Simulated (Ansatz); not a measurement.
## The perfect Au wire along [110], 8 atoms a period

What gap, if any, does the Au wire along [110], 8 atoms a period have, and how many channels would it open?

Program: Ansatz 0.2.0. Level of theory: DFT PBE, plane waves, PAW; relaxation of a wire's period; PAW set soft_1, in the first sound run; inputs show where later runs differ. Results are calculated unless marked as measured.

## 1. Starting point

The cell holds 8 atoms: 8 Au. Cell: a = 10.960 Å, b = 12.683 Å, c = 2.942 Å, α = 90.0°, β = 90.0°, γ = 90.0°. Vacuum lies along a and b. The structure's axis is c.

## 2. Relaxing the period

Band widths follow the bond lengths, so the wire is relaxed first. The atoms and the third cell vector are free; the box across stays fixed as vacuum. A Fermi-Dirac smearing is set since the result may be a metal. The pressure printed is a third of the stress's trace over the whole box, vacuum included; only the stress along the axis is relaxed.

Contents of input.yaml:

```yaml
crystal:
  lattice:
    - [10.96, 0.0, 0.0]
    - [0.0, 12.683, 0.0]
    - [0.0, 0.0, 2.9415642097]
  atoms:
    - { symbol: Au, position: [0.310218978, 0.731934749, 0.0] }
    - { symbol: Au, position: [0.310218978, 0.500005063, 0.0] }
    - { symbol: Au, position: [0.689781022, 0.731934749, 0.0] }
    - { symbol: Au, position: [0.689781022, 0.500005063, 0.0] }
    - { symbol: Au, position: [0.5, 0.38404022, 0.5] }
    - { symbol: Au, position: [0.5, 0.615969906, 0.5] }
    - { symbol: Au, position: [0.310218978, 0.268075376, 0.0] }
    - { symbol: Au, position: [0.689781022, 0.268075376, 0.0] }
kpoints:
  mp_grid: { grid: [1, 1, 28] }
scf:
  occupations: { method: fermi_dirac, width: 0.05 }
hamiltonian:
  xc: pbe
  pseudopotentials: { kind: paw, azcp: { folder: soft_1 } }
relax:
  cell: { fix: [a, b, alpha, beta, gamma] }
  max_steps: 45
  f_tol: 0.03
```

Command:

```
$ ansatz run input.yaml --threads 4 --pin off --max-ram 16384MiB --backend cpu --events-out ev --progress --plain --runs-dir out
```

Numbers of over 12 decimals in the logs are rounded to 6 here.

The log of the run:

```text
Engine: ansatz 0.2.0, aarch64-unknown-linux-gnu
Pseudopotentials: kind: paw
Pseudopotential: Au, paw, valence charge 19, recommended cutoff 420 eV (normal), soft_1/Au.paw.azcp
Functional definition: PBE
  parameter kappa = 0.804
  parameter beta = 0.066725
  exchange = pbe_x(kappa = kappa, mu = beta*pi^2/3)
  correlation = pbe_c(beta = beta)
Crystal: 8 atoms, lattice volume = 408.894 Å³
Basis set: ecut = 420 eV, 7967 PW (Γ), exchange–correlation on 150×180×40 points (8 copies of the dense FFT grid, shifted against one another)
Bands: 92, of which v1, the nominal top of the filled ones, is band 76 counted from 1 (75 counted from 0)
Symmetry: 8 space group operations
Space group: Pmmm (ITA 47), of the structure as read, at distance tolerance 7.4e-5 Å
k-points: 15 of 28
Non-local potential: Au, projectors of the file, l = 0: 3, l = 1: 2, l = 2: 2, l = 3: 1
PAW form: soft (Blöchl's): semilocal exchange-correlation on the pseudo side does not see the compensation charge
PAW one-centre angular grid: Au, 590 points (default); XC on 64 Gauss nodes
Initial density: superposition of atomic densities (neutral atoms: chi_scale 0, normalization atom)
Initial wavefunctions: pseudopotential atomic-orbital guess
Functional: x = pbe(κ = 0.804, μ = 0.219515), c = pbe(β = 0.066725)
SCF iter   1: F=—  HF=-105206.065424 eV  |F-HF|=—  |Δ(HF+E_count)|=         —  Δρ=3.22e-2  dr2=5.32e0  ethr=3.10e-3  ⟨swp⟩=6.1  Hψ=5315  notcnv=0  defer=12
preconditioner: auto → LDOS  [metal: Δε(μ)=0.082 eV  Ē_g=7.018 eV  σ=0.050 eV  W_gap=0.37  n_scr=78 (ndim 8)  ℏωp=17.2 eV  f_vac=0.526  D(μ)=3.96/eV (n_scr^D=20)  β→1.0]
SCF iter   2: F=—  HF=-105206.259745 eV  |F-HF|=—  |Δ(HF+E_count)|=   1.94e-1  Δρ=3.42e-2  dr2=5.37e0  ethr=3.10e-3  ⟨swp⟩=2.9  Hψ=2786  notcnv=0  defer=127
SCF iter   3: F=—  HF=-105204.647256 eV  |F-HF|=—  |Δ(HF+E_count)|=    1.61e0  Δρ=2.84e-3  dr2=3.48e-2  ethr=3.10e-3  ⟨swp⟩=2.1  Hψ=2317  notcnv=0  defer=126
SCF iter   4: F=—  HF=-105204.644552 eV  |F-HF|=—  |Δ(HF+E_count)|=   2.70e-3  Δρ=1.37e-3  dr2=2.57e-2  ethr=2.29e-5  ⟨swp⟩=2.4  Hψ=2724  notcnv=0  defer=121
SCF iter   5: F=—  HF=-105204.640423 eV  |F-HF|=—  |Δ(HF+E_count)|=   4.13e-3  Δρ=4.82e-4  dr2=1.02e-3  ethr=1.69e-5  ⟨swp⟩=2.0  Hψ=1985  notcnv=0  defer=121
SCF iter   6: F=—  HF=-105204.640741 eV  |F-HF|=—  |Δ(HF+E_count)|=   3.19e-4  Δρ=1.47e-4  dr2=1.79e-4  ethr=6.69e-7  ⟨swp⟩=2.0  Hψ=2043  notcnv=0  defer=121
SCF iter   7: F=—  HF=-105204.640746 eV  |F-HF|=—  |Δ(HF+E_count)|=   4.82e-6  Δρ=6.32e-5  dr2=2.62e-5  ethr=1.18e-7  ⟨swp⟩=2.1  Hψ=1922  notcnv=0  defer=121
SCF iter   8: F=—  HF=-105204.640351 eV  |F-HF|=—  |Δ(HF+E_count)|=   3.95e-4  Δρ=2.11e-5  dr2=1.64e-6  ethr=1.73e-8  ⟨swp⟩=2.0  Hψ=1958  notcnv=0  defer=121
SCF iter   9: F=—  HF=-105204.640351 eV  |F-HF|=—  |Δ(HF+E_count)|=   6.06e-7  Δρ=5.33e-6  dr2=1.94e-7  ethr=1.08e-9  ⟨swp⟩=2.3  Hψ=1933  notcnv=0  defer=121
SCF iter  10: F=-105204.640351 eV  HF=-105204.640351 eV  |F-HF|=1.38e-8  |Δ(HF+E_count)|=   4.29e-9  Δρ=2.23e-6  dr2=3.57e-8  ethr=6.58e-11  ⟨swp⟩=4.9  Hψ=4677  notcnv=0
SCF 1 converged in 10 iterations: F = -105204.640351 eV  dr2 = 3.57e-8
  greatest PAW one-centre occupation: 1.000 electrons in one spin orbital (limit 2), on the Au atom at site 5 (counted from 0), in its partial waves of l = 0
relax step   1: F+E_penalty+E_count = -105204.64035139 eV  Δ(F+E_penalty+E_count) = +0.000e0 eV  max|allowed force component| = 6.738e-1 eV/Å  Δτ_max = 0.0000 Å  P = -3.091 GPa  Ω = 408.894 Å³  fix = [a, b, alpha, beta, gamma]  reactions: a -1.636, b -2.613 GPa  (10 SCF iters, dr2 threshold 1.00e-7 eV, accepted)
Crystal: 8 atoms, lattice volume = 388.784 Å³
Basis set: ecut = 420 eV, 7651 PW (Γ), exchange–correlation on 150×180×40 points (8 copies of the dense FFT grid, shifted against one another)
Initial density: handed on by an earlier stage of this run
Initial wavefunctions: those handed on with the density
iter 1 solved again at ethr=1.35e-4 eV; its pass at ethr=3.10e-3 eV (dr2=2.05e-1 eV) is discarded
SCF iter   1: F=—  HF=-105205.298115 eV  |F-HF|=—  |Δ(HF+E_count)|=         —  Δρ=6.67e-3  dr2=2.06e-1  ethr=1.35e-4  ⟨swp⟩=3.3  Hψ=7140  notcnv=0
preconditioner: auto → LDOS  [metal: Δε(μ)=0.086 eV  Ē_g=7.879 eV  σ=0.050 eV  W_gap=0.39  n_scr=70 (ndim 8)  ℏωp=17.7 eV  f_vac=0.538  D(μ)=3.00/eV (n_scr^D=16)  β→1.0]
SCF iter   2: F=—  HF=-105205.311105 eV  |F-HF|=—  |Δ(HF+E_count)|=   1.30e-2  Δρ=6.54e-3  dr2=2.48e-1  ethr=1.35e-4  ⟨swp⟩=3.4  Hψ=3060  notcnv=0
SCF iter   3: F=—  HF=-105205.250175 eV  |F-HF|=—  |Δ(HF+E_count)|=   6.09e-2  Δρ=6.37e-4  dr2=1.35e-3  ethr=1.35e-4  ⟨swp⟩=2.5  Hψ=2288  notcnv=0  defer=60
SCF iter   4: F=—  HF=-105205.250229 eV  |F-HF|=—  |Δ(HF+E_count)|=   5.39e-5  Δρ=3.20e-4  dr2=5.42e-4  ethr=8.90e-7  ⟨swp⟩=2.7  Hψ=2790  notcnv=0  defer=85
SCF iter   5: F=—  HF=-105205.249796 eV  |F-HF|=—  |Δ(HF+E_count)|=   4.33e-4  Δρ=8.41e-5  dr2=4.28e-5  ethr=3.57e-7  ⟨swp⟩=2.2  Hψ=2309  notcnv=0  defer=85
SCF iter   6: F=—  HF=-105205.249800 eV  |F-HF|=—  |Δ(HF+E_count)|=   4.05e-6  Δρ=3.25e-5  dr2=8.52e-6  ethr=2.81e-8  ⟨swp⟩=2.3  Hψ=1952  notcnv=0  defer=85
SCF iter   7: F=—  HF=-105205.249800 eV  |F-HF|=—  |Δ(HF+E_count)|=  8.29e-10  Δρ=1.26e-5  dr2=9.59e-7  ethr=5.61e-9  ⟨swp⟩=2.0  Hψ=1949  notcnv=0  defer=85
SCF iter   8: F=-105205.249800 eV  HF=-105205.249800 eV  |F-HF|=1.72e-8  |Δ(HF+E_count)|=   3.35e-8  Δρ=4.35e-6  dr2=6.96e-8  ethr=5.26e-10  ⟨swp⟩=5.0  Hψ=4816  notcnv=0
SCF 2 converged in 8 iterations: F = -105205.249800 eV  dr2 = 6.96e-8
relax step   2: F+E_penalty+E_count = -105205.24979975 eV  Δ(F+E_penalty+E_count) = -6.094e-1 eV  max|allowed force component| = 3.901e-1 eV/Å  Δτ_max = 0.1361 Å  P = +0.589 GPa  Ω = 388.784 Å³  energy of the carried Pulay correction = +2.426e-3 eV  fix = [a, b, alpha, beta, gamma]  reactions: a +1.614, b +0.622 GPa  (8 SCF iters, dr2 threshold 8.00e-7 eV, accepted)
Crystal: 8 atoms, lattice volume = 381.079 Å³
Basis set: ecut = 420 eV, 7491 PW (Γ), exchange–correlation on 150×180×40 points (8 copies of the dense FFT grid, shifted against one another)
iter 1 solved again at ethr=1.46e-4 eV; its pass at ethr=3.10e-3 eV (dr2=2.22e-1 eV) is discarded
SCF iter   1: F=—  HF=-105205.496903 eV  |F-HF|=—  |Δ(HF+E_count)|=         —  Δρ=7.60e-3  dr2=2.24e-1  ethr=1.46e-4  ⟨swp⟩=3.6  Hψ=6967  notcnv=0
preconditioner: auto → LDOS  [metal: Δε(μ)=0.067 eV  Ē_g=7.962 eV  σ=0.050 eV  W_gap=0.31  n_scr=62 (ndim 8)  ℏωp=17.8 eV  f_vac=0.528  D(μ)=2.88/eV (n_scr^D=16)  β→1.0]
SCF iter   2: F=—  HF=-105205.520691 eV  |F-HF|=—  |Δ(HF+E_count)|=   2.38e-2  Δρ=5.84e-3  dr2=3.41e-1  ethr=1.46e-4  ⟨swp⟩=3.4  Hψ=2833  notcnv=0
SCF iter   3: F=—  HF=-105205.436312 eV  |F-HF|=—  |Δ(HF+E_count)|=   8.44e-2  Δρ=1.09e-3  dr2=8.26e-3  ethr=1.46e-4  ⟨swp⟩=2.5  Hψ=2352  notcnv=0  defer=120
SCF iter   4: F=—  HF=-105205.434757 eV  |F-HF|=—  |Δ(HF+E_count)|=   1.56e-3  Δρ=4.13e-4  dr2=1.26e-3  ethr=5.43e-6  ⟨swp⟩=2.9  Hψ=2338  notcnv=0  defer=130
SCF iter   5: F=—  HF=-105205.434554 eV  |F-HF|=—  |Δ(HF+E_count)|=   2.03e-4  Δρ=1.15e-4  dr2=1.05e-4  ethr=8.26e-7  ⟨swp⟩=2.0  Hψ=1905  notcnv=0  defer=130
SCF iter   6: F=—  HF=-105205.434184 eV  |F-HF|=—  |Δ(HF+E_count)|=   3.70e-4  Δρ=3.62e-5  dr2=6.24e-6  ethr=6.94e-8  ⟨swp⟩=2.0  Hψ=1902  notcnv=0  defer=130
SCF iter   7: F=—  HF=-105205.434187 eV  |F-HF|=—  |Δ(HF+E_count)|=   3.20e-6  Δρ=1.39e-5  dr2=1.14e-6  ethr=5.26e-10  ⟨swp⟩=5.0  Hψ=5067  notcnv=0
SCF iter   8: F=-105205.434188 eV  HF=-105205.434188 eV  |F-HF|=6.78e-9  |Δ(HF+E_count)|=   3.59e-7  Δρ=3.83e-6  dr2=8.69e-8  ethr=5.26e-10  ⟨swp⟩=4.0  Hψ=4390  notcnv=0
SCF 3 converged in 8 iterations: F = -105205.434188 eV  dr2 = 8.69e-8
relax step   3: F+E_penalty+E_count = -105205.43418751 eV  Δ(F+E_penalty+E_count) = -1.844e-1 eV  max|allowed force component| = 9.096e-2 eV/Å  Δτ_max = 0.1776 Å  P = +0.158 GPa  Ω = 381.079 Å³  energy of the carried Pulay correction = +3.412e-3 eV  fix = [a, b, alpha, beta, gamma]  reactions: a +0.259, b -0.149 GPa  (8 SCF iters, dr2 threshold 8.00e-7 eV, accepted)
[...]
relax step   4: F+E_penalty+E_count = -105205.47719618 eV  Δ(F+E_penalty+E_count) = -4.301e-2 eV  max|allowed force component| = 9.339e-2 eV/Å  Δτ_max = 0.1320 Å  P = -0.061 GPa  Ω = 381.515 Å³  energy of the carried Pulay correction = +3.356e-3 eV  fix = [a, b, alpha, beta, gamma]  reactions: a -0.106, b -0.113 GPa  (8 SCF iters, dr2 threshold 5.17e-7 eV, accepted)
[...]
relax step   5: F+E_penalty+E_count = -105205.49894452 eV  Δ(F+E_penalty+E_count) = -2.175e-2 eV  max|allowed force component| = 4.349e-2 eV/Å  Δτ_max = 0.1171 Å  P = +0.035 GPa  Ω = 381.779 Å³  energy of the carried Pulay correction = +3.321e-3 eV  fix = [a, b, alpha, beta, gamma]  reactions: a +0.014, b +0.026 GPa  (7 SCF iters, dr2 threshold 5.45e-7 eV, accepted)
[...]
relax step   6: F+E_penalty+E_count = -105205.49838817 eV  Δ(F+E_penalty+E_count) = +5.564e-4 eV  max|allowed force component| = 1.371e-1 eV/Å  Δτ_max = 0.1853 Å  P = -0.549 GPa  Ω = 381.915 Å³  energy of the carried Pulay correction = +3.304e-3 eV  fix = [a, b, alpha, beta, gamma]  (8 SCF iters, dr2 threshold 1.18e-7 eV, rejected (line search))
[...]
relax step   7: F+E_penalty+E_count = -105205.50894974 eV  Δ(F+E_penalty+E_count) = -1.001e-2 eV  max|allowed force component| = 1.609e-2 eV/Å  Δτ_max = 0.0927 Å  P = -0.042 GPa  Ω = 381.758 Å³  energy of the carried Pulay correction = +3.324e-3 eV  fix = [a, b, alpha, beta, gamma]  reactions: a -0.099, b -0.049 GPa  (12 SCF iters, accepted)
[...]
relax step   8: F+E_penalty+E_count = -105205.51046205 eV  Δ(F+E_penalty+E_count) = -1.512e-3 eV  max|allowed force component| = 1.785e-2 eV/Å  Δτ_max = 0.0638 Å  P = -0.105 GPa  Ω = 381.895 Å³  energy of the carried Pulay correction = +3.306e-3 eV  fix = [a, b, alpha, beta, gamma]  reactions: a -0.171, b -0.105 GPa  (11 SCF iters, accepted)
Initial wavefunctions: pseudopotential atomic-orbital guess (no wavefunctions were taken with the density)
iter 1 solved again at ethr=3.64e-7 eV; its pass at ethr=3.10e-3 eV (dr2=5.53e-4 eV) is discarded
SCF iter   1: F=—  HF=-105205.507467 eV  |F-HF|=—  |Δ(HF+E_count)|=         —  Δρ=1.17e-4  dr2=8.10e-6  ethr=3.64e-7  ⟨swp⟩=3.9  Hψ=9583  notcnv=0
preconditioner: auto → LDOS  [metal: Δε(μ)=0.013 eV  Ē_g=7.939 eV  σ=0.050 eV  W_gap=0.06  n_scr=62 (ndim 8)  ℏωp=17.8 eV  f_vac=0.527  D(μ)=3.36/eV (n_scr^D=20)  β→1.0]
SCF iter   2: F=—  HF=-105205.507118 eV  |F-HF|=—  |Δ(HF+E_count)|=   3.49e-4  Δρ=2.73e-5  dr2=1.83e-6  ethr=5.33e-9  ⟨swp⟩=2.3  Hψ=2537  notcnv=0
SCF iter   3: F=—  HF=-105205.507117 eV  |F-HF|=—  |Δ(HF+E_count)|=   4.32e-7  Δρ=1.49e-5  dr2=8.85e-7  ethr=1.20e-9  ⟨swp⟩=2.0  Hψ=2522  notcnv=0
SCF iter   4: F=—  HF=-105205.507117 eV  |F-HF|=—  |Δ(HF+E_count)|=   2.35e-7  Δρ=3.88e-6  dr2=5.63e-8  ethr=5.82e-10  ⟨swp⟩=2.0  Hψ=2000  notcnv=0
SCF iter   5: F=—  HF=-105205.507117 eV  |F-HF|=—  |Δ(HF+E_count)|=   1.58e-8  Δρ=1.07e-6  dr2=1.03e-8  ethr=3.70e-11  ⟨swp⟩=2.8  Hψ=2941  notcnv=0
SCF iter   6: F=—  HF=-105205.507117 eV  |F-HF|=—  |Δ(HF+E_count)|=   2.30e-9  Δρ=2.54e-7  dr2=2.37e-10  ethr=6.79e-12  ⟨swp⟩=2.0  Hψ=2026  notcnv=0
SCF iter   7: F=-105205.507117 eV  HF=-105205.507117 eV  |F-HF|=2.91e-11  |Δ(HF+E_count)|=  4.37e-11  Δρ=4.76e-8  dr2=1.01e-11  ethr=1.00e-12  ⟨swp⟩=5.0  Hψ=5048  notcnv=0
SCF 9 converged in 7 iterations: F = -105205.507117 eV  dr2 = 1.01e-11
relax step   9: F+E_penalty+E_count = -105205.50711690 eV  Δ(F+E_penalty+E_count) = +3.345e-3 eV  max|allowed force component| = 1.763e-2 eV/Å  Δτ_max = 0.0000 Å  P = -0.106 GPa  Ω = 381.895 Å³  fix = [a, b, alpha, beta, gamma]  reactions: a -0.171, b -0.105 GPa  stress off target by 4.15e-2 GPa on what of the cell is left free  SCF on the basis re-selected at this cell (its energy is not comparable with the rows above)  (7 SCF iters)
basis re-selected at this cell: Δ(F+E_penalty+E_count) = +3.345e-3 eV, ΔP = -0.001 GPa vs the last step (what re-selecting the basis moved, of the pressure what is left beyond the Pulay correction that the steps carried, after the strain that the cell walked since its last selection, with what the two solves' SCF thresholds leave and, on support functions, any second-order correction that the steps lacked; it is no m [...]
SCF converged after 7 iterations
Free energy (F): -105205.507117 eV
Harris-Foulkes:  -105205.507117 eV  (|F-HF|=2.91e-11)
Internal energy: -105205.480012 eV  (E = F + TS)
E sigma→0 (E₀):  -105205.493564 eV
Entropy (-TS):   -0.027105 eV (-3.388 meV/atom)
Fermi energy:    4.052977 eV
--- Per-component energies (eV) ---
  E_band       = -4072.895525
  E_kinetic    = 4623.766711
  E_local      = -63421.691372  (includes V_loc(G=0)·N_el)
  E_nonlocal   = 785.900228
  E_hartree    = 29598.580758
  E_xc         = -1714.698968
  E_vxc        = -2080.297616  (∫ρ·V_xc dr)
  E_paw        = -77856.890438  (= ΣΔE_a)
  E_vpaw       = -3177.748079  (= ΣTr[D̂ρ^β])
  E_aug_tail   = 0.012898  (compensation charges beyond the density's cutoff)
  E_ewald      = 2779.540172
  E_smearing   = -0.027105  (= −TS)
  E_closure    = -0.000000  (closes the sum)
  Σ components = -105205.507117   (vs F -105205.507117, Δ=0.00e0)
--- Forces (eV/Å), atoms counted from 1 ---
  atom   1  Au     0.01762725    -0.01355185     0.00000000
  atom   2  Au    -0.00190770    -0.00000000    -0.00000000
  atom   3  Au    -0.01762725    -0.01355185    -0.00000000
  atom   4  Au     0.00190770     0.00000000     0.00000000
  atom   5  Au     0.00000000    -0.00084794    -0.00000000
  atom   6  Au    -0.00000000     0.00084794     0.00000000
  atom   7  Au     0.01762725     0.01355185     0.00000000
  atom   8  Au    -0.01762725     0.01355185    -0.00000000
  max |Σ_I F_I| component: 6.94e-18 eV/Å
--- Stress (GPa, compression-positive) ---
       -0.171477      -0.000000      -0.000000
       -0.000000      -0.105226       0.000000
       -0.000000       0.000000      -0.041477
  P = ⅓ Tr σ = -0.1061 GPa (-1.061 kbar)
--- Relaxed structure (8 steps of the walk, 7 accepted, 1 SCFs on fresh bases) ---
  F+E_penalty+E_count = -105205.50711690 eV   max|allowed force component| = 1.763e-2 eV/Å   (the final SCF, on the basis selected at the relaxed cell)
  cell:  # Å, volume = 381.8949 Å³
    - [10.96, 0, 0]
    - [0, 12.683, 0]
    - [0, 0, 2.747333]
  atoms:
    - { symbol: Au, position: [0.279190, 0.709177, -5.445820738708814e-18] }
    - { symbol: Au, position: [0.350004, 0.5, 0] }
    - { symbol: Au, position: [0.720810, 0.709177, -5.4458207387088114e-18] }
    - { symbol: Au, position: [0.649996, 0.5, 0] }
    - { symbol: Au, position: [0.5, 0.339575, 0.500000] }
    - { symbol: Au, position: [0.5, 0.660425, 0.500000] }
    - { symbol: Au, position: [0.279190, 0.290823, 5.4458207387088114e-18] }
    - { symbol: Au, position: [0.720810, 0.290823, 5.4458207387088145e-18] }
```

Wall time 81 s (4 threads of Arm Neoverse V1, shared host); peak memory 1.2 GiB.

[end of part 1 of 2]

[Logs are printed without paths, hosts, clocks, repeated set-up lines and the standing remarks that a program may print on its own settings, such as how far it seeks lower states.]

[Hosts, paths, dates, database ids (printed as entryN), source tags and the programs' standing remarks are cut or masked in the printed files.]
